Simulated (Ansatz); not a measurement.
# V2NO2 monolayer: from the cell to its phonons, part 2 of 3

How does V2NO2 monolayer vibrate, and is this structure a minimum?

Ansatz 0.2.0; DFT PBEsol, scalar-relativistic, plane waves, PAW; PAW set soft_1.

So far. Step 2 (Rough relaxation): The program solves this slab on a cell height of its own, 32.6 Å, in place of the one typed.

**4. Relaxing to small forces for the phonons**

Phonons need a cell at rest on their own settings, so the relaxation is repeated with tight tolerances on forces and stress on the k mesh and occupations of the first response run.

Input file input.yaml:

```yaml
crystal:
  lattice:
    - [2.8712321978, 0.0, 0.0]
    - [-1.4356160989, 2.4865600235, 0.0]
    - [0.0, 0.0, 32.6]
  atoms:
    - { symbol: "N", position: [0.0, 0.0, 0.3067484663] }
    - { symbol: V, position: [0.3333333333, 0.6666666667, 0.3418504826] }
    - { symbol: V, position: [0.6666666667, 0.3333333333, 0.2716464499] }
    - { symbol: O, position: [0.6666666667, 0.3333333333, 0.3723619172] }
    - { symbol: O, position: [0.3333333333, 0.6666666667, 0.2411350153] }
  periodic: [true, true, false]
kpoints:
  mp_grid: { grid: [18, 18, 1] }
hamiltonian:
  xc: pbesol
  pseudopotentials: { kind: paw, azcp: { folder: soft_1 }, xc_functional: pbe }
scf:
  occupations: { method: methfessel_paxton, width: 0.2 }
output:
  forces: true
  stress: true
  eigenvalues: true
  write_density: true
  write_potential: true
  elf: true
  volumetric_format: npy
relax:
  adjacent_minimum: "off"
  f_tol: 0.001
  max_steps: 60
  cell: { stress_2d_tol: 0.002 }
```

Command:

```
$ ansatz run input.yaml --threads 8 --pin off --max-ram 16384MiB --backend cpu --events-out ev --progress --plain --runs-dir out
```

Numbers of over 12 decimals in the logs are rounded to 6 here.

Log:

```text
[...]
Crystal: 5 atoms, lattice volume = 232.747 Å³
Basis set: ecut = 420 eV, 4573 PW (Γ), exchange–correlation on 40×40×450 points (8 copies of the dense FFT grid, shifted against one another)
Bands: 27, of which v1, the nominal top of the filled ones, is band 22 counted from 1 (21 counted from 0)
Symmetry: 12 space group operations
[...]
k-points: 37 of 324
[...]
cell:  # Å, volume = 232.7800 Å³
    - [2.871433, 0.0, 0.0]
    - [-1.435717, 2.486734, 0.0]
    - [0.0, 0.0, 32.6]
  atoms:
    - { symbol: N, position: [0, 0, 0.30674846626] }
    - { symbol: V, position: [0.333333, 0.666667, 0.341780] }
    - { symbol: V, position: [0.666667, 0.333333, 0.271717] }
    - { symbol: O, position: [0.666667, 0.333333, 0.372333] }
    - { symbol: O, position: [0.333333, 0.666667, 0.241164] }
[key lines of the parts left out:]
SCF converged after 8 iterations
Free energy (F): -7274.756040 eV
Fermi energy:    -6.314227 eV
P = ½ c Tr σ = 0.0009 N/m
```

The job ended after 16 s (8 threads of Arm Neoverse V2, shared host; peak memory 0.84 GiB; 1.9 min of CPU time).

Little changed from the start: no atom moved by 0.005 Å and no cell edge by 0.1 %.

Valence density in the ac plane at fractional y = 0.333, with atoms of V and O within 0.2 Å of it. It is the smooth field of the valence electrons, not physical close to the nuclei.

Values in units of 1e0 e/Å³, 24 rows by 15 columns, each cell a mean:
```
0.0 0.0 0.0 0.0 0.0 0.0 0.0 0.0 0.0 0.0 0.0 0.0 0.0 0.0 0.0
0.0 0.0 0.0 0.0 0.0 0.0 0.0 0.0 0.0 0.0 0.0 0.0 0.0 0.0 0.0
0.0 0.0 0.0 0.0 0.0 0.0 0.0 0.0 0.0 0.0 0.0 0.0 0.0 0.0 0.0
0.0 0.0 0.0 0.0 0.0 0.0 0.0 0.0 0.0 0.0 0.0 0.0 0.0 0.0 0.0
0.0 0.0 0.0 0.0 0.0 0.0 0.0 0.0 0.0 0.0 0.0 0.0 0.0 0.0 0.0
0.0 0.0 0.0 0.0 0.0 0.0 0.0 0.0 0.0 0.0 0.0 0.0 0.0 0.0 0.0
0.0 0.0 0.0 0.0 0.0 0.0 0.0 0.0 0.0 0.0 0.0 0.0 0.0 0.0 0.0
0.0 0.0 0.0 0.0 0.0 0.0 0.0 0.0 0.0 0.0 0.0 0.0 0.0 0.0 0.0
0.0 0.0 0.0 0.0 0.0 0.0 0.0 0.0 0.0 0.0 0.0 0.0 0.0 0.0 0.0
0.0 0.0 0.0 0.0 0.0 0.0 0.0 0.0 0.0 0.0 0.0 0.0 0.0 0.0 0.0
0.0 0.0 0.0 0.0 0.0 0.0 0.0 0.0 0.0 0.0 0.0 0.0 0.0 0.0 0.0
0.0 0.0 0.0 0.0 0.0 0.0 0.0 0.0 0.0 0.0 0.0 0.0 0.0 0.0 0.0
0.0 0.0 0.0 0.0 0.0 0.0 0.0 0.0 0.0 0.0 0.0 0.0 0.0 0.0 0.0
0.0 0.0 0.0 0.0 0.0 0.0 0.0 0.0 0.0 0.0 0.0 0.0 0.0 0.0 0.0
0.2 0.1 0.1 0.1 0.1 0.2 0.3 0.7 1.5 2.5 2.9 2.5 1.5 0.7 0.3
0.4 0.5 0.5 0.5 0.5 0.4 0.6 0.9 1.6 2.4 2.7 2.4 1.6 0.9 0.6
0.5 0.6 0.7 0.7 0.6 0.5 0.4 0.4 0.5 0.7 0.7 0.7 0.5 0.4 0.4
0.4 0.4 0.4 0.4 0.4 0.4 0.9 2.4 5.3 8.5 9.9 8.5 5.3 2.4 0.9
0.2 0.3 0.3 0.3 0.3 0.2 0.2 0.1 0.1 0.1 0.1 0.1 0.1 0.1 0.2
0.0 0.0 0.0 0.0 0.0 0.0 0.0 0.0 0.0 0.0 0.0 0.0 0.0 0.0 0.0
0.0 0.0 0.0 0.0 0.0 0.0 0.0 0.0 0.0 0.0 0.0 0.0 0.0 0.0 0.0
0.0 0.0 0.0 0.0 0.0 0.0 0.0 0.0 0.0 0.0 0.0 0.0 0.0 0.0 0.0
0.0 0.0 0.0 0.0 0.0 0.0 0.0 0.0 0.0 0.0 0.0 0.0 0.0 0.0 0.0
0.0 0.0 0.0 0.0 0.0 0.0 0.0 0.0 0.0 0.0 0.0 0.0 0.0 0.0 0.0
```
Columns run along a (2.9 Å), rows up along c (32.6 Å). Atoms in or near the plane, at fractional coordinates: V at (0.67, 0.27), O at (0.67, 0.37).

ELF in the ac plane at fractional y = 0.333, with atoms of V and O within 0.2 Å of it. It is the smooth field of the valence electrons, not physical close to the nuclei.

Values, 24 rows by 15 columns, each cell a mean:
```
0.00 0.00 0.00 0.00 0.00 0.00 0.00 0.00 0.00 0.00 0.00 0.00 0.00 0.00 0.00
0.00 0.00 0.00 0.00 0.00 0.00 0.00 0.00 0.00 0.00 0.00 0.00 0.00 0.00 0.00
0.00 0.00 0.00 0.00 0.00 0.00 0.00 0.00 0.00 0.00 0.00 0.00 0.00 0.00 0.00
0.00 0.00 0.00 0.00 0.00 0.00 0.00 0.00 0.00 0.00 0.00 0.00 0.00 0.00 0.00
0.00 0.00 0.00 0.00 0.00 0.00 0.00 0.00 0.00 0.00 0.00 0.00 0.00 0.00 0.00
0.00 0.00 0.00 0.00 0.00 0.00 0.00 0.00 0.00 0.00 0.00 0.00 0.00 0.00 0.00
0.00 0.00 0.00 0.00 0.00 0.00 0.00 0.00 0.00 0.00 0.00 0.00 0.00 0.00 0.00
0.00 0.00 0.00 0.00 0.00 0.00 0.00 0.00 0.00 0.00 0.00 0.00 0.00 0.00 0.00
0.00 0.00 0.00 0.00 0.00 0.00 0.00 0.00 0.00 0.00 0.00 0.00 0.00 0.00 0.00
0.00 0.00 0.00 0.00 0.00 0.00 0.00 0.00 0.00 0.00 0.00 0.00 0.00 0.00 0.00
0.00 0.00 0.00 0.00 0.00 0.00 0.00 0.00 0.00 0.00 0.00 0.00 0.00 0.00 0.00
0.00 0.00 0.00 0.00 0.00 0.00 0.00 0.00 0.00 0.00 0.00 0.00 0.00 0.00 0.00
0.00 0.00 0.00 0.00 0.00 0.00 0.00 0.00 0.00 0.00 0.00 0.00 0.00 0.00 0.00
0.01 0.00 0.00 0.00 0.00 0.01 0.03 0.05 0.08 0.09 0.10 0.09 0.08 0.05 0.03
0.35 0.12 0.04 0.04 0.12 0.35 0.56 0.68 0.72 0.69 0.67 0.69 0.72 0.67 0.56
0.21 0.15 0.16 0.16 0.15 0.21 0.34 0.47 0.53 0.51 0.48 0.51 0.53 0.47 0.34
0.38 0.47 0.51 0.51 0.47 0.38 0.28 0.21 0.19 0.19 0.20 0.19 0.19 0.21 0.28
0.17 0.26 0.34 0.34 0.26 0.17 0.24 0.44 0.60 0.65 0.66 0.65 0.60 0.44 0.23
0.40 0.51 0.56 0.56 0.51 0.40 0.24 0.11 0.07 0.06 0.06 0.06 0.07 0.11 0.24
0.02 0.03 0.04 0.04 0.03 0.02 0.01 0.01 0.00 0.00 0.00 0.00 0.00 0.01 0.01
0.00 0.00 0.00 0.00 0.00 0.00 0.00 0.00 0.00 0.00 0.00 0.00 0.00 0.00 0.00
0.00 0.00 0.00 0.00 0.00 0.00 0.00 0.00 0.00 0.00 0.00 0.00 0.00 0.00 0.00
0.00 0.00 0.00 0.00 0.00 0.00 0.00 0.00 0.00 0.00 0.00 0.00 0.00 0.00 0.00
0.00 0.00 0.00 0.00 0.00 0.00 0.00 0.00 0.00 0.00 0.00 0.00 0.00 0.00 0.00
```
Columns run along a (2.9 Å), rows up along c (32.6 Å). Atoms in or near the plane, at fractional coordinates: V at (0.67, 0.27), O at (0.67, 0.37).

Electrostatic potential energy in the ac plane at fractional y = 0.333, with atoms of V and O within 0.2 Å of it. With pseudopotentials it is smooth inside the atoms' cores, unlike the true potential.

Ten even steps from '0' (-37 eV) to '9' (0 eV), each cell a mean:
```
999999999999999
999999999999999
999999999999999
999999999999999
999999999999999
999999999999999
999999999999999
999999999999999
999999999999999
999999999999999
999999999999999
999999999999999
999999999999999
999999999999999
999999975444579
644446654444456
766667766555667
577775200000002
999999888888889
999999999999999
999999999999999
999999999999999
999999999999999
999999999999999
```
Columns run along a (2.9 Å; values clipped at the 3rd and 97th percentile), rows up along c (32.6 Å). Atoms in or near the plane, at fractional coordinates: V at (0.67, 0.27), O at (0.67, 0.37).

The largest force component left is 0.041 meV/Å, within the tolerances set.

**5. Modes at Γ**

The zone centre comes first: it holds the modes that light can see, as far as symmetry allows. No field response is asked, since the mesh shows no gap.

input.yaml, the sections that differ from step 4:

```yaml
crystal:
  lattice:
    - [2.8714334083, 0.0, 0.0]
    - [-1.4357167041, 2.4867342769, 0.0]
    - [0.0, 0.0, 32.6]
  atoms:
    - { symbol: "N", position: [0.0, 0.0, 0.3067484663] }
    - { symbol: V, position: [0.3333333333, 0.6666666667, 0.3417799602] }
    - { symbol: V, position: [0.6666666667, 0.3333333333, 0.2717169724] }
    - { symbol: O, position: [0.6666666667, 0.3333333333, 0.3723333869] }
    - { symbol: O, position: [0.3333333333, 0.6666666667, 0.2411635456] }
  periodic: [true, true, false]
output:
  eigenvalues: true
phonons:
  method: dfpt
# kpoints, hamiltonian, scf: as in step 4
# relax: removed
```

Log:

```text
Warning: crystal.symmetry: narrowed to the stabiliser of the run's FFT grids — unitary ops 12 → 6. A phonons.method: dfpt run fills in the rows of the dynamical matrix that it does not solve by its symmetry operations, which is exact only for operations that map its FFT grids onto themselves: filled in by any other, the frequencies could depend on the order in which like atoms are typed, or, by more than the grids' own error, on where the crystal sits among the grids' points. Excluded: 6 operations. The run can therefore solve more perturbations, solve them on more k-points, or both, and cost more. [rest of the remark cut]
[...]
Crystal: 5 atoms, lattice volume = 232.780 Å³
Basis set: ecut = 420 eV, 4573 PW (Γ), exchange–correlation on 40×40×450 points (8 copies of the dense FFT grid, shifted against one another)
Bands: 27, of which v1, the nominal top of the filled ones, is band 22 counted from 1 (21 counted from 0)
Symmetry: 12 space group operations
k-points: 91 of 324 (irreducible under 2 space group operations, time reversal used)
[...]
SCF iter   1: F=—  HF=-7280.113190 eV  |F-HF|=—  |Δ(HF+E_count)|=         —  Δρ=9.84e-2  dr2=2.41e1  ethr=3.10e-3  ⟨swp⟩=12.2  Hψ=18090  notcnv=0
[...]
SCF iter  13: F=-7274.756040 eV  HF=-7274.756040 eV  |F-HF|=1.46e-11  |Δ(HF+E_count)|=  3.73e-10  S|Δr|=    0.00e0  Δρ=2.67e-8  dr2=1.40e-12  ethr=1.00e-12  ⟨swp⟩=14.8  Hψ=20522  notcnv=0
SCF 1 converged in 13 iterations: F = -7274.756040 eV  dr2 = 1.40e-12
[...]
DFPT response loops at Γ: preconditioner auto → none (partly filled bands, converged f_vac=0.783); β = 0.50; Broyden in place of MSR1
SCF converged after 13 iterations
[...]
Free energy (F): -7274.756040 eV
[...]
Internal energy: -7274.754212 eV  (E = F + TS)
E sigma→0 (E₀):  -7274.755583 eV
Entropy (-TS):   -0.001828 eV (-0.366 meV/atom)
Fermi energy:    -6.314225 eV
[...]
--- Band table (eV; the first three rows and the last of 91) ---
  k-point 0: bands = [... 18 lower, -8.7923, -8.7923, -7.4746, -7.4746, -6.4011, -6.2177, -6.2177, -4.8798, ... 1 higher]
  k-point 1: bands = [... 18 lower, -9.0149, -8.9882, -7.3387, -7.2757, -6.5091, -6.2069, -6.0630, -4.8958, ... 1 higher]
  k-point 2: bands = [... 18 lower, -9.3667, -8.8466, -7.2583, -6.9163, -6.4681, -6.1362, -5.8623, -4.9353, ... 1 higher]
  k-point 90: bands = [... 18 lower, -10.5030, -10.0230, -6.9395, -6.2686, -5.8332, -5.3571, -5.2248, -5.1765, ... 1 higher]
--- Phonons (Γ-DFPT): 10 representative perturbations + reference, on 91 of 324 k-points (Σ response iterations 61) ---
  ASR residual: 3.999e-5 → 0.000e0 eV/Å²; symmetrization residual: 9.273e-6 eV/Å²
  The last average, over the group as it would stand without the narrowing to the FFT grids, took up to 1.031e-6 eV/Å² of the zone centre's force constants
  ASR residual per site (eV/Å²): 3.06e-6 3.99e-5 4.00e-5 3.91e-5 3.94e-5
  Γ frequencies (cm⁻¹): 0.00 0.00 0.00 128.12 128.12 267.74 348.21 348.21 393.24 393.24 551.92 586.05 603.54 603.54 656.43
  non-analytic LO–TO correction: not included (Born effective charges unavailable; polar crystals: no LO–TO splitting at Γ)
```

The job ended after 2.1 min (8 threads; peak memory 2.2 GiB).

The column dr2 measures how far the density is from self-consistency, as an energy; F and HF (Harris–Foulkes) agree once it is small.

This run has no spin polarisation, although V can carry a moment.

Numbers from this step:

- sum-rule residual before enforcement: 4.00e-5 eV/Å²
- point group: -3m
- highest optical mode at the zone centre (no LO-TO term): 656.4 cm⁻¹
- lowest optical zone-centre mode: 128.1 cm⁻¹

Patterns of degenerate modes are one choice out of their space. Modes at Γ, with each element's share of the kinetic energy:

```tsv
mode	frequency (cm⁻¹)	symmetry	N %	V %	O %
1	0.0	acoustic	9	69	22
2	0.0	acoustic	9	69	22
3	0.0	acoustic	9	69	22
4	128.1	Eg	0	87	13
5	128.1	Eg	0	87	13
6	267.7	A1g	0	83	17
7	348.2	Eu	0	24	76
8	348.2	Eu	0	24	76
9	393.2	Eg	0	13	87
10	393.2	Eg	0	13	87
11	551.9	A1g	0	17	83
12	586.0	A2u	1	21	78
13	603.5	Eu	91	8	2
14	603.5	Eu	91	8	2
15	656.4	A2u	90	10	0
```

Displacements in mode 4 (128.1 cm⁻¹), the largest set to 1:
```
N1   0.00  0.00  0.00
V2   1.00 -0.01  0.00
V3  -1.00  0.01  0.00
O4   0.69 -0.01  0.00
O5  -0.69  0.01  0.00
```

Displacements in mode 15 (656.4 cm⁻¹), the largest set to 1:
```
N1   0.00  0.00  1.00
V2   0.00  0.00 -0.12
V3   0.00  0.00 -0.12
O4   0.00  0.00 -0.04
O5   0.00  0.00 -0.04
```

Before it was imposed, the acoustic sum rule was missed by 4.0e-5 eV/Å². Small misses are needed for a sound result but don't prove that mesh and cutoff are converged. The lowest optical mode is real, 128 cm⁻¹.

(Part 2 of 3 ends here.)

[Logs are printed without paths, hosts, clocks, repeated set-up lines and the standing remarks that a program may print on its own settings, such as how far it seeks lower states.]

[Hosts, paths, dates, database ids (printed as entryN), source tags and the programs' standing remarks are cut or masked in the printed files.]
